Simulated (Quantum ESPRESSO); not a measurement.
# Collinear magnetic orders of CrSiTe3 with Quantum ESPRESSO, part 2 of 2

Aim: find out which collinear order of CrSiTe3 costs least.

Quantum ESPRESSO 7.5; PBEsol; plane waves with GBRV 1.5 PBEsol potentials, no spin-orbit coupling.

So far, absolute magnetization (μB): step 2 (run 1 (ferro ++)) 7.80.

## (3) Start 2: antiferro +− (continued)

Spin moment in the atom's sphere by atom:

| atom | spin moment in the atom's sphere (μB) |
| --- | --- |
| Cr1 | 3.02 |
| Cr2 | -3.02 |
| Si3 | 0.00 |
| Si4 | 0.00 |
| Te5 | 0.00 |
| Te6 | 0.00 |
| Te7 | 0.00 |
| Te8 | 0.00 |
| Te9 | 0.00 |
| Te10 | 0.00 |

Numbers from this step:

```
smearing term TS       : 8.12e-5 eV
magnetization          : 0 μB
absolute magnetization : 7.38 μB
final state            : antiferromagnetic
```

## (4) Run 3 (antiferro q=(0,0,1/2) +−−+)

This order needs a doubled cell of 20 atoms. The wavevector q is in fractions of the reciprocal vectors of the crystal's primitive cell, as the cells of these inputs are built from it; moments change sign between cells as cos(2π q·R).

The input, pw.in:

```
&CONTROL
  calculation = 'scf'
  prefix = 'pwscf'
  outdir = './tmp'
  pseudo_dir = './pseudo'
  disk_io = 'nowf'
/
&SYSTEM
  ibrav = 0
  celldm(1) = 8
  nat = 20
  ntyp = 4
  ecutwfc = 40
  ecutrho = 280
  nbnd = 94
  occupations = 'smearing'
  smearing = 'fd'
  degauss = 0.00367493
  nspin = 2
  starting_magnetization(1) = 0.2143
  starting_magnetization(2) = -0.2143
  starting_magnetization(3) = 0
  starting_magnetization(4) = 0
/
&ELECTRONS
  conv_thr = 4d-08
  electron_maxstep = 150
  mixing_beta = 0.3
/
ATOMIC_SPECIES
Cr1    51.9961 cr_pbesol_v1.5.uspp.F.UPF
Cr2    51.9961 cr_pbesol_v1.5.uspp.F.UPF
Si     28.0850 si_pbesol_v1.uspp.F.UPF
Te    127.6000 te_pbesol_v1.uspp.F.UPF
CELL_PARAMETERS alat
   0.8067385939986    0.4657707444155    1.7143779670744
  -0.8067385939986    0.4657707444155    1.7143779670744
   0.0000000000000   -1.8630829776619    3.4287559341489
ATOMIC_POSITIONS crystal
Cr1     0.6661873000    0.6661873000    0.3330936500
Cr2     0.6661873000    0.6661873000    0.8330936500
Cr2     0.3338127000    0.3338127000    0.1669063500
Cr1     0.3338127000    0.3338127000    0.6669063500
Si      0.0522024200    0.0522024200    0.0261012100
Si      0.0522024200    0.0522024200    0.5261012100
Si      0.9477975800    0.9477975800    0.4738987900
Si      0.9477975800    0.9477975800    0.9738987900
Te      0.7211835100    0.0776504400    0.2198738950
Te      0.7211835100    0.0776504400    0.7198738950
Te      0.4397477900    0.7211835100    0.0388252200
Te      0.4397477900    0.7211835100    0.5388252200
Te      0.0776504400    0.4397477900    0.3605917550
Te      0.0776504400    0.4397477900    0.8605917550
Te      0.9223495600    0.5602522100    0.1394082450
Te      0.9223495600    0.5602522100    0.6394082450
Te      0.5602522100    0.2788164900    0.4611747800
Te      0.5602522100    0.2788164900    0.9611747800
Te      0.2788164900    0.9223495600    0.2801261050
Te      0.2788164900    0.9223495600    0.7801261050
K_POINTS automatic
6 6 3 0 0 0
```

Command:

```console
$ OMP_NUM_THREADS=1 mpirun -n 4 pw.x -nk 4 -in pw.in > pw.out
```

Output:

```text
     [... lines left out ...]
Program PWSCF v.7.5 starts
     [... lines left out ...]
     number of atoms/cell      =           20
     [... lines left out ...]
     number of electrons       =       144.00
     number of Kohn-Sham states=           94
     kinetic-energy cutoff     =      40.0000  Ry
     charge density cutoff     =     280.0000  Ry
     scf convergence threshold =      4.0E-08
     [... lines left out ...]
      2 Sym. Ops., with inversion, found
     [... lines left out ...]
     number of k points=    56  Fermi-Dirac smearing, width (Ry)=  0.0037
     [... lines left out ...]
     iteration # 16     ecut=    40.00 Ry     beta= 0.30
     [... lines left out ...]
     Magnetic moment per site  (integrated on atomic sphere of radius R)
     atom   1 (R=0.272)  charge= 12.5367  magn=  3.0392
     atom   2 (R=0.272)  charge= 12.5367  magn= -3.0392
     atom   3 (R=0.272)  charge= 12.5367  magn= -3.0392
     atom   4 (R=0.272)  charge= 12.5367  magn=  3.0392
     atom   5 (R=0.221)  charge=  1.6160  magn= -0.0095
     atom   6 (R=0.221)  charge=  1.6160  magn=  0.0095
     atom   7 (R=0.221)  charge=  1.6160  magn=  0.0095
     atom   8 (R=0.221)  charge=  1.6160  magn= -0.0095
     atom   9 (R=0.246)  charge=  2.6741  magn= -0.0010
     atom  10 (R=0.246)  charge=  2.6741  magn=  0.0010
     atom  11 (R=0.246)  charge=  2.6725  magn=  0.0735
     atom  12 (R=0.246)  charge=  2.6725  magn= -0.0735
     atom  13 (R=0.246)  charge=  2.6743  magn= -0.0006
     atom  14 (R=0.246)  charge=  2.6743  magn=  0.0006
     atom  15 (R=0.246)  charge=  2.6743  magn=  0.0006
     atom  16 (R=0.246)  charge=  2.6743  magn= -0.0006
     atom  17 (R=0.246)  charge=  2.6725  magn= -0.0735
     atom  18 (R=0.246)  charge=  2.6725  magn=  0.0735
     atom  19 (R=0.246)  charge=  2.6741  magn=  0.0010
     atom  20 (R=0.246)  charge=  2.6741  magn= -0.0010
     [... lines left out ...]
     the Fermi energy is     5.9492 ev
!    total energy              =   -1057.17296751 Ry
     estimated scf accuracy    <       0.00000004 Ry
     smearing contrib. (-TS)   =      -0.00002819 Ry
     [... lines left out ...]
     total magnetization       =     0.00 Bohr mag/cell
     absolute magnetization    =    14.99 Bohr mag/cell
     convergence has been achieved in  16 iterations
```

The job ended after 66 min (4 MPI ranks of Intel Xeon at 2.70GHz, shared host; peak memory 5.4 GiB).

Spin moment in the atom's sphere by atom:

| atom | spin moment in the atom's sphere (μB) |
| --- | --- |
| Cr1 | 3.04 |
| Cr2 | -3.04 |
| Cr3 | -3.04 |
| Cr4 | 3.04 |
| Si5 | -0.01 |
| Si6 | 0.01 |
| Si7 | 0.01 |
| Si8 | -0.01 |
| Te9 | 0.00 |
| Te10 | 0.00 |
| Te11 | 0.07 |
| Te12 | -0.07 |
| Te13 | 0.00 |
| Te14 | 0.00 |
| Te15 | 0.00 |
| Te16 | 0.00 |
| Te17 | -0.07 |
| Te18 | 0.07 |
| Te19 | 0.00 |
| Te20 | 0.00 |

Numbers from this step:

| Item | Value |
| --- | --- |
| smearing term TS | 3.84e-4 eV |
| magnetization | 0 μB |
| absolute magnetization | 14.99 μB |
| final state | antiferromagnetic |

## (5) Ranking

An order is kept where moments of 0.15 μB or more survive with the typed signs; meshes match where a doubled cell samples the same k points as the first cell.

Orders:

| start | final state | typed order kept | energy over the lowest (meV a seeded atom) | largest site moment (μB) | net moment (μB a cell of the first run) | mesh matched | CPU time (s) |
| --- | --- | --- | --- | --- | --- | --- | --- |
| ferro ++ | ferromagnetic | yes | 0 | 3.1 | 6 | yes | 1460 |
| antiferro +- | antiferromagnetic | yes | 25.56 | 3.019 | 0 | yes | 1647 |
| antiferro q=(0,0,1/2) +--+ | antiferromagnetic | yes | 16.25 | 3.039 | 0 | yes | 15858 |

## (6) Results

```yaml
lowest_state_found: ferromagnetic (from ferro ++)
largest_site_moment: 3.10 μB
next_state_with_moments: antiferromagnetic, 16.2 meV a seeded atom higher
```

Only these 3 starts were compared; other wavevectors, canted and longer-period orders were not.

[Logs and program files are shortened in this print: banners, set-up blocks, solver, clock and traceback lines can be left out without a mark of their own.]

[Logs are printed without paths, hosts, clocks, repeated set-up lines and the standing remarks that a program may print on its own settings, such as how far it seeks lower states.]

[Hosts, paths, dates, database ids (printed as entryN), source tags and the programs' standing remarks are cut or masked in the printed files.]

[Where a cell is said to come from a database of computed structures, the database is the Materials Project.]
